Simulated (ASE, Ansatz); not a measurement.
## Neighbourhoods of single atoms in C(111) slab, H on the bottom face (112 atoms)

The cell holds 112 atoms: 96 C and 16 H. Its edges and angles: a = 10.089 Å, b = 10.089 Å, c = 15.724 Å, α = 90.0°, β = 90.0°, γ = 120.0°. It derives from C (diamond-structure). Diamond-structure C (a = 3.567 Å), (111) slab of 6 atomic planes, 4 x 4 surface cells, H on the broken bonds of the bottom face, 10 Å of vacuum; displaced by a Gaussian of 0.02 Å. Regions: slab, 96 atoms (96 C); hydrogen, 16 atoms (16 H). Vacuum lies along c.

Method: Kohn-Sham DFT, revPBE+D4, PAW (set soft_2), plane waves (Ansatz 0.2.0; cutoff 420 eV, k-mesh 4×4×1, fermi-dirac smearing of 0.025 eV), at the geometry as built.

The whole cell was solved; only parts of it are printed.

Local excerpt of 46 atoms (numbers count through the whole input) about C83, which has 3 bonded neighbours where the commonest count for C is 4; x, y, z are measured from there.

```tsv
atom	x	y	z	distance (Å)	bonds	intrinsic-atomic-orbital charge (e)	Fx	Fy	Fz (eV/Å)
C83	0.00	0.00	0.00	0.00	3	-0.04	-0.20	0.27	-4.49
C90	1.23	0.74	-0.52	1.53	4	-0.02	1.04	0.36	4.64
C84	0.01	-1.44	-0.53	1.54	4	-0.02	-0.01	0.03	4.73
C72	-1.27	0.75	-0.53	1.56	4	-0.03	0.19	0.03	5.10
C35	1.30	-2.14	-0.05	2.50	3	0.01	-1.27	-0.92	-3.82
C81	-0.02	-1.47	-2.06	2.53	4	0.03	0.88	1.38	-1.66
C17	-1.24	-2.20	0.01	2.53	3	-0.04	-0.33	1.05	-4.09
C95	2.53	0.06	-0.01	2.53	3	-0.03	0.28	-0.87	-4.11
C89	1.28	2.19	0.00	2.54	3	-0.03	-0.57	0.36	-4.30
C65	-2.54	0.05	-0.01	2.54	3	-0.02	0.28	-0.65	-4.24
C69	-1.26	0.70	-2.09	2.54	4	0.04	0.06	2.66	0.42
C87	1.28	0.75	-2.07	2.55	4	0.04	-1.10	-0.26	-0.79
C71	-1.24	2.25	-0.03	2.57	3	-0.01	-0.80	-1.20	-4.14
C64	-1.26	-0.69	-2.56	2.94	4	0.00	0.42	-1.09	-1.30
C70	-0.03	1.46	-2.56	2.95	4	0.00	1.51	0.41	-0.68
C96	2.53	-1.45	-0.53	2.96	4	-0.03	0.89	0.62	4.10
C82	1.28	-0.71	-2.58	2.96	4	0.00	-0.68	-0.03	-0.23
C66	-2.54	-1.46	-0.53	2.98	4	-0.02	1.68	1.21	4.65
C78	-0.02	2.95	-0.52	2.99	4	-0.02	0.73	-0.19	4.93
C63	-2.48	-1.41	-2.08	3.53	4	0.03	-1.52	-1.33	-0.73
C93	2.52	-1.45	-2.10	3.58	4	0.04	0.42	1.14	-0.07
C75	0.00	2.95	-2.06	3.60	4	0.04	0.49	-1.41	-1.47
C18	-1.24	-3.60	-0.54	3.84	4	-0.02	-0.62	-1.61	4.27
C36	1.23	-3.61	-0.52	3.85	4	-0.02	1.64	-0.09	4.90
C16	-0.01	-2.88	-2.61	3.88	4	-0.01	0.88	-0.82	0.49
C12	2.48	2.93	-0.58	3.88	4	-0.02	1.60	-0.16	5.15
C46	-2.51	1.51	-2.57	3.90	4	0.00	0.02	-2.18	-0.80
C54	-2.51	2.93	-0.55	3.90	4	-0.02	-0.51	0.03	4.80
C48	-3.79	0.72	-0.55	3.90	4	-0.02	0.17	1.09	4.48
C88	2.52	1.48	-2.60	3.92	4	-0.01	0.52	0.20	0.16
C24	3.83	0.75	-0.54	3.94	4	-0.02	-1.07	0.65	4.40
C5	-3.76	-2.11	-0.02	4.31	3	-0.03	-0.38	-1.88	-3.83
C45	-3.75	0.75	-2.05	4.34	4	0.02	-0.66	0.11	-2.74
C29	0.00	-4.36	-0.06	4.36	3	0.01	-0.05	1.06	-3.94
C33	1.29	-3.63	-2.06	4.37	4	0.05	-1.28	0.60	-1.64
C15	-1.26	-3.63	-2.08	4.37	4	0.03	0.20	0.30	-1.12
C77	-0.03	4.38	-0.03	4.38	3	-0.01	1.17	0.27	-3.95
C51	-2.51	2.94	-2.08	4.38	4	0.02	-0.13	-0.25	-0.80
C21	3.79	0.75	-2.08	4.39	4	0.03	0.20	-0.04	-1.00
C61	-1.24	-0.67	-4.16	4.39	4	0.03	-0.29	-1.00	0.39
C79	1.29	-0.68	-4.14	4.39	4	0.03	-0.72	-0.45	-0.86
C59	3.82	-2.19	-0.02	4.41	3	-0.02	-0.62	0.66	-4.13
C9	2.54	2.95	-2.07	4.41	4	0.01	-0.70	-0.69	-1.80
C67	0.02	1.48	-4.15	4.41	4	0.03	-1.10	0.11	0.16
C47	-3.82	2.20	-0.03	4.41	3	-0.03	1.43	-0.14	-3.69
C23	3.82	2.23	-0.01	4.42	3	-0.05	-1.55	-0.69	-3.71
```

The column of bonds counts only the pairs C-C within 1.85 Å, C-H within 1.34 Å; other neighbours, such as metal atoms beside each other in a compound, aren't counted, and periodic images can show an atom twice.

The surroundings of C6, which bears the longest force among the free atoms, nearest first, numbered as they follow in the input and with coordinates relative to it.

```tsv
atom	x	y	z	distance (Å)	bonds	intrinsic-atomic-orbital charge (e)	Fx	Fy	Fz (eV/Å)
C6	0.00	0.00	0.00	0.00	4	-0.03	-1.13	0.78	6.12
C3	-0.06	0.01	-1.48	1.49	4	0.03	0.94	0.13	-2.53
C11	1.23	-0.71	0.54	1.52	3	-0.02	0.12	0.13	-4.15
C77	-1.32	-0.72	0.54	1.59	3	-0.01	1.17	0.27	-3.95
C5	-0.01	1.53	0.55	1.62	3	-0.03	-0.38	-1.88	-3.83
C12	1.19	-2.17	-0.01	2.47	4	-0.02	1.60	-0.16	5.15
C4	1.24	0.72	-2.02	2.48	4	0.00	-0.44	1.11	0.42
C66	1.21	2.18	0.03	2.49	4	-0.02	1.68	1.21	4.65
C76	-0.04	-1.45	-2.04	2.50	4	0.00	0.28	0.54	0.33
C58	-1.30	0.75	-2.02	2.51	4	0.00	-0.27	-0.05	0.53
C18	2.51	0.04	0.03	2.51	4	-0.02	-0.62	-1.61	4.27
C78	-1.31	-2.15	0.05	2.52	4	-0.02	0.73	-0.19	4.93
C60	-2.53	0.00	0.02	2.53	4	-0.02	-0.65	0.77	3.87
C42	-1.26	2.21	0.06	2.55	4	-0.02	-0.83	-0.06	4.73
C9	1.25	-2.15	-1.50	2.90	4	0.01	-0.70	-0.69	-1.80
C15	2.49	0.01	-1.51	2.92	4	0.03	0.20	0.30	-1.12
C75	-1.30	-2.15	-1.49	2.92	4	0.04	0.49	-1.41	-1.47
C17	2.51	1.43	0.57	2.95	3	-0.04	-0.33	1.05	-4.09
C59	-2.52	1.44	0.55	2.95	3	-0.02	-0.62	0.66	-4.13
C39	-1.32	2.20	-1.48	2.96	4	0.05	0.95	0.33	-1.78
C89	-0.02	-2.91	0.56	2.96	3	-0.03	-0.57	0.36	-4.30
C57	-2.55	0.04	-1.51	2.97	4	0.02	0.05	-0.63	-1.33
C63	1.27	2.23	-1.51	2.97	4	0.03	-1.52	-1.33	-0.73
```

The column of bonds counts only the pairs C-C within 1.85 Å, C-H within 1.34 Å; other neighbours, such as metal atoms beside each other in a compound, aren't counted, and periodic images can show an atom twice.

The surroundings of C92, whose charge lies farthest from its element's mean, nearest first, numbered as they follow in the input and with coordinates relative to it.

```tsv
atom	x	y	z	distance (Å)	bonds	intrinsic-atomic-orbital charge (e)	Fx	Fy	Fz (eV/Å)
C92	0.00	0.00	0.00	0.00	4	-0.18	-0.07	0.50	4.18
H112	-0.02	0.02	-1.03	1.03	1	0.18	0.14	-0.21	-2.51
C79	-1.26	-0.71	0.55	1.54	4	0.03	-0.72	-0.45	-0.86
C85	-0.03	1.47	0.51	1.56	4	0.03	0.40	-0.56	0.53
C91	1.26	-0.73	0.57	1.57	4	0.02	-0.46	-0.46	-1.95
C32	-1.28	-2.16	0.02	2.51	4	-0.16	0.48	-0.18	1.79
C56	1.22	-2.20	0.00	2.52	4	-0.17	0.48	0.41	3.77
C20	1.23	2.20	0.03	2.52	4	-0.16	0.43	-0.43	2.11
C38	2.52	-0.01	0.09	2.52	4	-0.14	0.10	0.54	-1.02
C86	-1.28	2.19	0.04	2.54	4	-0.18	0.15	-0.04	1.87
C80	-2.54	0.00	0.01	2.54	4	-0.18	0.89	0.50	3.67
C94	1.24	-0.74	2.10	2.55	4	0.00	-0.36	0.05	0.81
C88	-0.02	1.46	2.09	2.55	4	-0.01	0.52	0.20	0.16
C82	-1.27	-0.73	2.11	2.57	4	0.00	-0.68	-0.03	-0.23
H102	-1.26	-2.14	-1.05	2.70	1	0.16	0.05	-0.07	-0.91
H111	-1.29	2.17	-1.02	2.72	1	0.17	-0.07	0.03	-1.90
H106	1.27	-2.17	-1.06	2.73	1	0.17	-0.16	-0.11	-1.20
H100	1.25	2.20	-1.05	2.74	1	0.16	0.14	0.10	-0.71
H103	2.55	-0.02	-1.05	2.76	1	0.13	-0.20	0.13	0.92
H110	-2.56	0.02	-1.02	2.76	1	0.18	0.11	-0.07	-2.48
C19	2.50	1.45	0.59	2.95	4	0.02	0.47	0.44	-2.26
C67	-2.52	1.46	0.54	2.96	4	0.03	-1.10	0.11	0.16
C31	-0.05	-2.92	0.56	2.98	4	0.02	0.95	0.70	-1.80
C21	1.25	0.73	2.61	2.98	4	0.03	0.20	-0.04	-1.00
C93	-0.03	-1.47	2.59	2.98	4	0.04	0.42	1.14	-0.07
C87	-1.26	0.73	2.62	2.99	4	0.04	-1.10	-0.26	-0.79
```

The column of bonds counts only the pairs C-C within 1.85 Å, C-H within 1.34 Å; other neighbours, such as metal atoms beside each other in a compound, aren't counted, and periodic images can show an atom twice.

The surroundings of C74, picked at random, nearest first, numbered as they follow in the input and with coordinates relative to it.

```tsv
atom	x	y	z	distance (Å)	bonds	intrinsic-atomic-orbital charge (e)	Fx	Fy	Fz (eV/Å)
C74	0.00	0.00	0.00	0.00	4	-0.15	0.53	-0.86	-0.14
H109	0.03	0.01	-1.12	1.13	1	0.14	-0.28	0.02	0.58
C55	-0.02	1.42	0.52	1.51	4	0.02	1.09	1.33	-1.77
C49	-1.25	-0.74	0.51	1.54	4	0.02	0.52	-0.45	-1.03
C73	1.27	-0.75	0.46	1.55	4	0.02	-0.11	1.29	0.79
C50	-2.49	-0.02	0.01	2.49	4	-0.15	-1.10	-0.30	-0.13
C52	-1.22	-0.77	2.03	2.50	4	0.00	-1.06	1.73	0.91
C56	-1.27	2.15	-0.06	2.50	4	-0.17	0.48	0.41	3.77
C58	0.01	1.44	2.05	2.51	4	0.00	-0.27	-0.05	0.53
C76	1.27	-0.76	2.03	2.51	4	0.00	0.28	0.54	0.33
C68	-1.25	-2.18	-0.01	2.52	4	-0.16	0.59	-0.62	0.36
C2	1.28	2.19	-0.06	2.53	4	-0.18	0.22	-0.49	4.21
C86	1.27	-2.20	-0.02	2.54	4	-0.18	0.15	-0.04	1.87
C8	2.55	0.05	0.00	2.55	4	-0.15	-0.19	-2.88	0.28
H106	-1.22	2.18	-1.12	2.74	1	0.17	-0.16	-0.11	-1.20
H105	-2.52	-0.04	-1.12	2.76	1	0.14	0.19	0.12	0.68
H97	1.29	2.18	-1.11	2.77	1	0.17	-0.05	-0.02	-1.70
H111	1.27	-2.22	-1.07	2.77	1	0.17	-0.07	0.03	-1.90
H98	2.54	-0.03	-1.10	2.77	1	0.15	0.17	0.28	0.01
H108	-1.23	-2.22	-1.13	2.77	1	0.14	-0.07	0.23	0.23
C57	-1.25	0.73	2.56	2.94	4	0.02	0.05	-0.63	-1.33
C3	1.25	0.70	2.58	2.95	4	0.03	0.94	0.13	-2.53
C75	0.01	-1.46	2.58	2.96	4	0.04	0.49	-1.41	-1.47
C31	-2.54	1.43	0.51	2.96	4	0.02	0.95	0.70	-1.80
C67	0.03	-2.93	0.48	2.97	4	0.03	-1.10	0.11	0.16
C1	2.57	1.44	0.50	2.99	4	0.02	-1.12	1.05	-0.56
C34	-2.51	1.47	2.04	3.55	4	0.00	0.20	-1.70	0.65
C4	2.55	1.41	2.05	3.56	4	0.00	-0.44	1.11	0.42
C70	-0.02	-2.95	2.07	3.61	4	0.00	1.51	0.41	-0.68
C91	-1.23	3.62	0.52	3.86	4	0.02	-0.46	-0.46	-1.95
C51	-2.50	-1.47	2.56	3.86	4	0.02	-0.13	-0.25	-0.80
C25	-3.76	-0.79	0.48	3.87	4	0.02	-0.44	2.52	0.29
C39	-0.01	2.89	2.59	3.88	4	0.05	0.95	0.33	-1.78
C85	2.53	-2.92	0.45	3.89	4	0.03	0.40	-0.56	0.53
C43	-2.49	-2.95	0.48	3.89	4	0.02	-0.09	1.35	0.30
C7	3.79	-0.76	0.53	3.90	4	0.02	0.45	1.32	-1.92
C37	1.31	3.64	0.50	3.90	4	0.03	-0.99	-0.73	-1.07
C9	2.55	-1.46	2.57	3.90	4	0.01	-0.70	-0.69	-1.80
C60	-1.23	0.68	4.09	4.32	4	-0.02	-0.65	0.77	3.87
C6	1.30	0.69	4.07	4.33	4	-0.03	-1.13	0.78	6.12
C44	-3.74	-2.19	0.00	4.33	4	-0.16	-1.00	-1.77	0.93
C94	-1.25	3.61	2.04	4.34	4	0.00	-0.36	0.05	0.81
C38	0.03	4.34	0.03	4.34	4	-0.14	0.10	0.54	-1.02
C40	1.26	3.62	2.03	4.34	4	-0.01	1.34	-0.13	1.39
C46	-2.50	-2.90	2.07	4.35	4	0.00	0.02	-2.18	-0.80
C32	-3.77	2.19	-0.03	4.36	4	-0.16	0.48	-0.18	1.79
```

The column of bonds counts only the pairs C-C within 1.85 Å, C-H within 1.34 Å; other neighbours, such as metal atoms beside each other in a compound, aren't counted, and periodic images can show an atom twice.

Neighbours are counted within 1.85 Å (C-C), 1.34 Å (C-H).

Length of the force by element and coordination:

```tsv
element	coordination	atoms	mean length of the force (eV/Å)	spread	least	most
C	all	96	2.69	1.48	0.490	6.28
C	3	16	4.15	0.242	3.39	4.50
C	4	80	2.40	1.46	0.490	6.28
H	all	16	1.04	0.728	0.064	2.52
```

Intrinsic-atomic-orbital charges by element and coordination:

```tsv
element	coordination	atoms	mean charge (e)	spread	least	most
C	all	96	-0.0261	0.0654	-0.181	0.0516
C	3	16	-0.0244	0.0167	-0.0515	0.006
C	4	80	-0.0264	0.0713	-0.181	0.0516
H	all	16	0.157	0.013	0.132	0.177
```

The main run has no spin polarisation, so any moments at edges, vacancies or dangling bonds can't form in it.

[Logs are printed without paths, hosts, clocks, repeated set-up lines and the standing remarks that a program may print on its own settings, such as how far it seeks lower states.]

[Hosts, paths, dates, database ids (printed as entryN), source tags and the programs' standing remarks are cut or masked in the printed files.]
